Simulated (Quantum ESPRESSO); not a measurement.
## Collinear magnetic orders of Tb with Quantum ESPRESSO

Does Tb prefer parallel or opposed moments?

Program: Quantum ESPRESSO 7.5. Level of theory: PBE; plane waves with SSSP 1.3 efficiency PBE potentials, no spin-orbit coupling. Results are calculated unless marked as measured.

### Step 1. Set-up

The structure is hexagonal, space group P6_3/mmc (No. 194). Conventional cell: a = 3.601 Å, b = 3.601 Å, c = 5.694 Å, α = 90.00°, β = 90.00°, γ = 120.00°. Nearest to Tb lie 12 Tb at 3.53 to 3.60 Å.

The cell comes from the Crystallography Open Database.

### Step 2. Run 1 (ferro ++)

The signs are those of the starting moments on the seeded atoms, the atoms that are given a moment.

ASE passes magmoms on as starting_magnetization. pw.x reads values of 1 or more as Bohr magnetons; where all are smaller, it reads them as fractions of the valence charge.

File pw.py:

```python
from ase import Atoms
from ase.calculators.espresso import Espresso, EspressoProfile

atoms = Atoms(['Tb', 'Tb'],
    cell=[[3.601, 0.0, 0.0],
         [-1.8005, 3.11855748, 0.0],
         [0.0, 0.0, 5.6936]],
    scaled_positions=[[0.33333333, 0.66666667, 0.25],
         [0.66666667, 0.33333333, 0.75]],
    pbc=True,
    magmoms=[6.0, 6.0])
input_data = {
    'control': {'calculation': 'scf', 'prefix': 'pwscf', 'outdir': './tmp', 'disk_io': 'nowf'},
    'system': {'ecutwfc': 50.0, 'ecutrho': 400.0, 'nbnd': 32, 'occupations': 'smearing', 'smearing': 'fd', 'degauss': 0.00367493, 'nspin': 2},
    'electrons': {'conv_thr': 4e-09, 'electron_maxstep': 150, 'mixing_beta': 0.3},
}
atoms.calc = Espresso(
    profile=EspressoProfile(command='mpirun -n 2 pw.x -nk 2', pseudo_dir='pseudo'),
    pseudopotentials={'Tb': 'Tb.paw.z_19.atompaw.wentzcovitch.v1.2.upf'},
    input_data=input_data,
    kpts=(10, 10, 6),
    koffset=(0, 0, 0))
atoms.get_potential_energy()
energy = atoms.calc.results['free_energy']
print(f'free energy: {energy:.6f} eV')
print('site moments (muB):', atoms.get_magnetic_moments().round(3))
```

The run is started by

```
$ OMP_NUM_THREADS=1 python3 pw.py > pw.log
```

What it wrote:

```text
free energy: -19831.353973 eV
site moments (muB): [5.926 5.926]

--- espresso.pwo ---
Program PWSCF v.7.5 starts

Warning: card &CELL ignored
Warning: card &FCP ignored
Warning: card &RISM ignored

     file Tb.paw.z_19.atompaw.wentzcovitch.v1.2.upf: wavefunction(s)  6S 0P 5D 0D 4F 0F renormalized
     Message from routine setup:
     using ibrav=0 with symmetry is DISCOURAGED, use correct ibrav instead

     K-points division:     npool     =       2
     Subspace diagonalization in iterative solution of the eigenvalue problem:

     G-vector sticks info
     --------------------
     sticks:   dense  smooth     PW     G-vecs:    dense   smooth      PW
     Sum        1285     649    199                58473    20605    3357

     Using Slab Decomposition

     bravais-lattice index     =            0
     lattice parameter (alat)  =       6.8049  a.u.
     unit-cell volume          =     431.4798 (a.u.)^3
     number of atoms/cell      =            2
     number of atomic types    =            1
     number of electrons       =        38.00
     number of Kohn-Sham states=           32
     kinetic-energy cutoff     =      50.0000  Ry
     charge density cutoff     =     400.0000  Ry
     scf convergence threshold =      4.0E-09
     mixing beta               =       0.3000
     number of iterations used =            8  plain     mixing
     Exchange-correlation= SLA PW PBX PBC
                           (   1   4   3   4   0   0   0)

     celldm(1)=   6.804904  celldm(2)=   0.000000  celldm(3)=   0.000000
     celldm(4)=   0.000000  celldm(5)=   0.000000  celldm(6)=   0.000000

     crystal axes: (cart. coord. in units of alat)
               a(1) = (   1.000000   0.000000   0.000000 )
               a(2) = (  -0.500000   0.866025   0.000000 )
               a(3) = (   0.000000   0.000000   1.581116 )

     reciprocal axes: (cart. coord. in units 2 pi/alat)
               b(1) = (  1.000000  0.577350 -0.000000 )
               b(2) = (  0.000000  1.154701  0.000000 )
               b(3) = (  0.000000 -0.000000  0.632465 )

     PseudoPot. # 1 for Tb read from file:
     Tb.paw.z_19.atompaw.wentzcovitch.v1.2.upf
     Pseudo is Projector augmented-wave + core cor, Zval = 19.0
     Generated using ATOMPAW code
     Shape of augmentation charge: BESSEL
     Using radial grid of 1111 points,  8 beta functions with:
                l(1) =   0
                l(2) =   0
                l(3) =   1
                l(4) =   1
                l(5) =   2
                l(6) =   2
                l(7) =   3
                l(8) =   3
     Q(r) pseudized with 0 coefficients

     atomic species   valence    mass     pseudopotential
     Tb               19.00   158.92535     Tb( 1.00)

     Starting magnetic structure
     atomic species   magnetization
     Tb              0.316

     24 Sym. Ops., with inversion, found (12 have fractional translation)

   Cartesian axes

     site n.     atom                  positions (alat units)
         1        Tb     tau(   1) = (  -0.0000000   0.5773503   0.3952791  )
         2        Tb     tau(   2) = (   0.5000000   0.2886751   1.1858373  )

     number of k points=    56  Fermi-Dirac smearing, width (Ry)=  0.0037
                       cart. coord. in units 2pi/alat
        k(    1) = (   0.0000000   0.0000000   0.0000000), wk =   0.0016667
        k(    2) = (   0.0000000   0.0000000   0.1054108), wk =   0.0033333
        k(    3) = (   0.0000000   0.0000000   0.2108215), wk =   0.0033333
        k(    4) = (   0.0000000   0.0000000  -0.3162323), wk =   0.0016667
        k(    5) = (   0.0000000   0.1154701   0.0000000), wk =   0.0100000
        [... 51 further k-points ...]

     Dense  grid:    58473 G-vectors     FFT dimensions: (  45,  45,  72)

     Smooth grid:    20605 G-vectors     FFT dimensions: (  32,  32,  50)

     Generating pointlists ...
     new r_m :   0.4038 (alat units)  2.7479 (a.u.) for type    1

     Initial potential from superposition of free atoms

     starting charge      37.9912, renormalised to      38.0000
     Starting wfcs are   64 randomized atomic wfcs
     Checking if some PAW data can be deallocated...

     Self-consistent Calculation

     iteration #  1     ecut=    50.00 Ry     beta= 0.30
     Davidson diagonalization with overlap
     ethr =  1.00E-02,  avg # of iterations =  2.4

     total energy              =   -1456.00126537 Ry
     estimated scf accuracy    <       2.14381989 Ry

     total magnetization       =     9.77 Bohr mag/cell
     absolute magnetization    =     9.77 Bohr mag/cell

     iteration #  2     ecut=    50.00 Ry     beta= 0.30
     Davidson diagonalization with overlap
     ethr =  5.64E-03,  avg # of iterations =  3.6

     total energy              =   -1455.54451930 Ry
     estimated scf accuracy    <      20.34813526 Ry

     total magnetization       =     9.53 Bohr mag/cell
     absolute magnetization    =     9.53 Bohr mag/cell

     iteration #  3     ecut=    50.00 Ry     beta= 0.30
     Davidson diagonalization with overlap
     ethr =  5.64E-03,  avg # of iterations =  2.2

     total energy              =   -1457.40404429 Ry
     estimated scf accuracy    <       0.84081736 Ry

     total magnetization       =    13.83 Bohr mag/cell
     absolute magnetization    =    13.83 Bohr mag/cell

     [... further iterations left out ...]

     iteration # 19     ecut=    50.00 Ry     beta= 0.30
     Davidson diagonalization with overlap
     ethr =  1.30E-08,  avg # of iterations =  3.6

     total energy              =   -1457.57775901 Ry
     estimated scf accuracy    <       0.00000047 Ry

     total magnetization       =    12.00 Bohr mag/cell
     absolute magnetization    =    12.00 Bohr mag/cell

     iteration # 20     ecut=    50.00 Ry     beta= 0.30
     Davidson diagonalization with overlap
     ethr =  1.23E-09,  avg # of iterations =  3.9

     total energy              =   -1457.57775873 Ry
     estimated scf accuracy    <       0.00000106 Ry

     total magnetization       =    12.00 Bohr mag/cell
     absolute magnetization    =    12.00 Bohr mag/cell

     iteration # 21     ecut=    50.00 Ry     beta= 0.30
     Davidson diagonalization with overlap
     ethr =  1.23E-09,  avg # of iterations =  3.5

     total energy              =   -1457.57776014 Ry
     estimated scf accuracy    <       0.00000057 Ry

     total magnetization       =    11.99 Bohr mag/cell
     absolute magnetization    =    12.00 Bohr mag/cell

     iteration # 22     ecut=    50.00 Ry     beta= 0.30
     Davidson diagonalization with overlap
     ethr =  1.23E-09,  avg # of iterations =  1.0

     Magnetic moment per site  (integrated on atomic sphere of radius R)
     atom   1 (R=0.404)  charge= 17.5116  magn=  5.9259
     atom   2 (R=0.404)  charge= 17.5116  magn=  5.9259

     End of self-consistent calculation

     Number of k-points >= 100: set verbosity='high' to print the bands.

     the Fermi energy is    12.6019 ev

!    total energy              =   -1457.57776020 Ry
     total all-electron energy =     -1457.577760 Ry
     estimated scf accuracy    <          2.6E-09 Ry
     smearing contrib. (-TS)   =      -0.00732125 Ry
     internal energy E=F+TS    =   -1457.57043895 Ry

     The total energy is F=E-TS. E is the sum of the following terms:
     one-electron contribution =    -266.95531566 Ry
     hartree contribution      =     156.11925228 Ry
     xc contribution           =     -51.57930525 Ry
     ewald contribution        =    -347.62846186 Ry
     one-center paw contrib.   =    -947.52660846 Ry

     total magnetization       =    11.99 Bohr mag/cell
     absolute magnetization    =    11.99 Bohr mag/cell

     convergence has been achieved in  22 iterations

=------------------------------------------------------------------------------=
   JOB DONE.
=------------------------------------------------------------------------------=
```

Elapsed: 2.3 min, on 2 MPI ranks of Intel Xeon Platinum 8488C (Sapphire Rapids), shared host; peak memory 0.91 GiB; 4.6 min of CPU time.

Spin moment in the atom's sphere by atom:

```
atom  spin moment in the atom's sphere (μB)
 Tb1                                   5.93
 Tb2                                   5.93
```

Read from the output:

| Item | Value |
| --- | --- |
| smearing term TS | 0.09961 eV |
| magnetization | 11.99 μB |
| absolute magnetization | 11.99 μB |
| final state | ferromagnetic |

### Step 3. Start 2: antiferro +−

Changes to pw.py since step 2:

```diff
@@ -10,6 +10,6 @@
     pbc=True,
-    magmoms=[6.0, 6.0])
+    magmoms=[6.0, -6.0])
 input_data = {
     'control': {'calculation': 'scf', 'prefix': 'pwscf', 'outdir': './tmp', 'disk_io': 'nowf'},
-    'system': {'ecutwfc': 50.0, 'ecutrho': 400.0, 'nbnd': 32, 'occupations': 'smearing', 'smearing': 'fd', 'degauss': 0.00367493, 'nspin': 2},
+    'system': {'ecutwfc': 50.0, 'ecutrho': 400.0, 'nbnd': 26, 'occupations': 'smearing', 'smearing': 'fd', 'degauss': 0.00367493, 'nspin': 2},
     'electrons': {'conv_thr': 4e-09, 'electron_maxstep': 150, 'mixing_beta': 0.3},
```

The run is started by

```
$ OMP_NUM_THREADS=1 python3 pw.py > pw.log
```

What it wrote:

```text
     [... lines left out ...]
--- espresso.pwo ---
Program PWSCF v.7.5 starts
     [... lines left out ...]
     number of atoms/cell      =            2
     [... lines left out ...]
     number of electrons       =        38.00
     number of Kohn-Sham states=           26
     kinetic-energy cutoff     =      50.0000  Ry
     charge density cutoff     =     400.0000  Ry
     scf convergence threshold =      4.0E-09
     [... lines left out ...]
     12 Sym. Ops. (no inversion) found ( 6 have fractional translation)
     [... lines left out ...]
     number of k points=    56  Fermi-Dirac smearing, width (Ry)=  0.0037
     [... lines left out ...]
     iteration # 70     ecut=    50.00 Ry     beta= 0.30
     [... lines left out ...]
[key lines of the parts left out:]
total energy              =   -1457.57031798 Ry
total magnetization       =     0.24 Bohr mag/cell
```

Wall time 9 min (2 MPI ranks); peak memory 0.9 GiB.

Residual by cycle:

cycle, log10 residual and a bar from the least value:
```
        1        2.1 ##############################
        7        1.4 ##########################
       13        1.2 ##########################
       20        0.1 ####################
       26        0.5 ######################
       32       -2.2 #########
       38       -1.5 ############
       44       -3.5 ##
       50       -4.0 
       57       -4.0 
       63       -2.8 ######
       69       -3.1 ####
```

The run was cut off at its time limit.

After 69 cycles the residual stands at 8.0e-4.

### Step 4. Run 3 (antiferro q=(0,1/2,0) +−+−)

The cell is doubled to 4 atoms to hold this order. The wavevector q is in fractions of the reciprocal vectors of the crystal's primitive cell, as the cells of these inputs are built from it; moments change sign between cells as cos(2π q·R).

File pw.py:

```python
from ase import Atoms
from ase.calculators.espresso import Espresso, EspressoProfile

atoms = Atoms(['Tb', 'Tb', 'Tb', 'Tb'],
    cell=[[3.601, 0.0, 0.0],
         [-3.601, 6.23711496, 0.0],
         [0.0, 0.0, 5.6936]],
    scaled_positions=[[0.33333333, 0.33333333, 0.25],
         [0.33333333, 0.83333333, 0.25],
         [0.66666667, 0.16666667, 0.75],
         [0.66666667, 0.66666667, 0.75]],
    pbc=True,
    magmoms=[6.0, -6.0, 6.0, -6.0])
input_data = {
    'control': {'calculation': 'scf', 'prefix': 'pwscf', 'outdir': './tmp', 'disk_io': 'nowf'},
    'system': {'ecutwfc': 50.0, 'ecutrho': 400.0, 'nbnd': 48, 'occupations': 'smearing', 'smearing': 'fd', 'degauss': 0.00367493, 'nspin': 2},
    'electrons': {'conv_thr': 8e-09, 'electron_maxstep': 150, 'mixing_beta': 0.3},
}
atoms.calc = Espresso(
    profile=EspressoProfile(command='mpirun -n 2 pw.x -nk 2', pseudo_dir='pseudo'),
    pseudopotentials={'Tb': 'Tb.paw.z_19.atompaw.wentzcovitch.v1.2.upf'},
    input_data=input_data,
    kpts=(10, 5, 6),
    koffset=(0, 0, 0))
atoms.get_potential_energy()
energy = atoms.calc.results['free_energy']
print(f'free energy: {energy:.6f} eV')
print('site moments (muB):', atoms.get_magnetic_moments().round(3))
```

The run is started by

```
$ OMP_NUM_THREADS=1 python3 pw.py > pw.log
```

What it wrote:

```text
     [... lines left out ...]
--- espresso.pwo ---
Program PWSCF v.7.5 starts
     [... lines left out ...]
     number of atoms/cell      =            4
     [... lines left out ...]
     number of electrons       =        76.00
     number of Kohn-Sham states=           48
     kinetic-energy cutoff     =      50.0000  Ry
     charge density cutoff     =     400.0000  Ry
     scf convergence threshold =      8.0E-09
     [... lines left out ...]
      8 Sym. Ops., with inversion, found ( 6 have fractional translation)
     [... lines left out ...]
     number of k points=    72  Fermi-Dirac smearing, width (Ry)=  0.0037
     [... lines left out ...]
     iteration # 45     ecut=    50.00 Ry     beta= 0.30
     [... lines left out ...]
[key lines of the parts left out:]
total energy              =   -2914.79828214 Ry
total magnetization       =    -4.36 Bohr mag/cell
```

The job ended after 26 min (2 MPI ranks; peak memory 1.9 GiB).

Residual by cycle:

cycle, log10 residual and a bar from the least value:
```
        1        2.6 ###############
        5        3.4 #############################
        9        3.4 ##############################
       13        3.4 ##############################
       17        3.1 ########################
       21        2.9 #####################
       24        2.6 ###############
       28        3.0 #######################
       32        2.1 #######
       36        1.8 ###
       40        3.2 ##########################
       44        1.7
```

The run was cut off at its time limit.

After 44 cycles the residual stands at 49.

### Step 5. Start 4: antiferro q=(0,0,1/2) +−+−

This order needs a doubled cell of 4 atoms.

Changes to pw.py since step 4:

```diff
@@ -5,8 +5,8 @@
     cell=[[3.601, 0.0, 0.0],
-         [-3.601, 6.23711496, 0.0],
-         [0.0, 0.0, 5.6936]],
-    scaled_positions=[[0.33333333, 0.33333333, 0.25],
-         [0.33333333, 0.83333333, 0.25],
-         [0.66666667, 0.16666667, 0.75],
-         [0.66666667, 0.66666667, 0.75]],
+         [-1.8005, 3.11855748, 0.0],
+         [0.0, 0.0, 11.3872]],
+    scaled_positions=[[0.33333333, 0.66666667, 0.125],
+         [0.33333333, 0.66666667, 0.625],
+         [0.66666667, 0.33333333, 0.375],
+         [0.66666667, 0.33333333, 0.875]],
     pbc=True,
@@ -22,3 +22,3 @@
     input_data=input_data,
-    kpts=(10, 5, 6),
+    kpts=(10, 10, 3),
     koffset=(0, 0, 0))
```

The run is started by

```
$ OMP_NUM_THREADS=1 python3 pw.py > pw.log
```

What it wrote:

```text
     [... lines left out ...]
--- espresso.pwo ---
Program PWSCF v.7.5 starts
     [... lines left out ...]
     number of atoms/cell      =            4
     [... lines left out ...]
     number of electrons       =        76.00
     number of Kohn-Sham states=           48
     kinetic-energy cutoff     =      50.0000  Ry
     charge density cutoff     =     400.0000  Ry
     scf convergence threshold =      8.0E-09
     [... lines left out ...]
     12 Sym. Ops., with inversion, found ( 6 have fractional translation)
     [... lines left out ...]
     number of k points=    36  Fermi-Dirac smearing, width (Ry)=  0.0037
     [... lines left out ...]
     iteration # 55     ecut=    50.00 Ry     beta= 0.30
     [... lines left out ...]
[key lines of the parts left out:]
total energy              =   -2915.14389782 Ry
total magnetization       =     0.61 Bohr mag/cell
```

The job ended after 17 min (2 MPI ranks; peak memory 1.6 GiB).

Residual by cycle:

cycle, log10 residual and a bar:
```
        1        2.8 ##########################
        6        1.9 #################
       11        2.1 ###################
       15        3.1 ##############################
       20        1.8 ################
       25        2.1 ###################
       30        2.1 ####################
       35        1.6 ##############
       40        1.9 ################
       44        1.7 ###############
       49        0.4 
       54        0.7 ###
```

The run was cut off at its time limit.

After 54 cycles the residual stands at 4.8.

### Step 6. Outcome

```json
{
  "state of the parallel start": "ferromagnetic (from ferro ++)",
  "largest site moment": "5.93 μB"
}
```

In words: No opposed start converged, so the orders are not ranked. Open 4f shells have many stationary orbital fillings, so the state need not be the lowest, and spin-only moments miss the orbital part. Without a U the 4f states are treated as itinerant, which they seldom are.

[Logs and program files are shortened in this print: banners, set-up blocks, solver, clock and traceback lines can be left out without a mark of their own.]

[Logs are printed without paths, hosts, clocks, repeated set-up lines and the standing remarks that a program may print on its own settings, such as how far it seeks lower states.]

[Hosts, paths, dates, database ids (printed as entryN), source tags and the programs' standing remarks are cut or masked in the printed files.]

[Where a cell is said to come from a database of computed structures, the database is the Materials Project.]
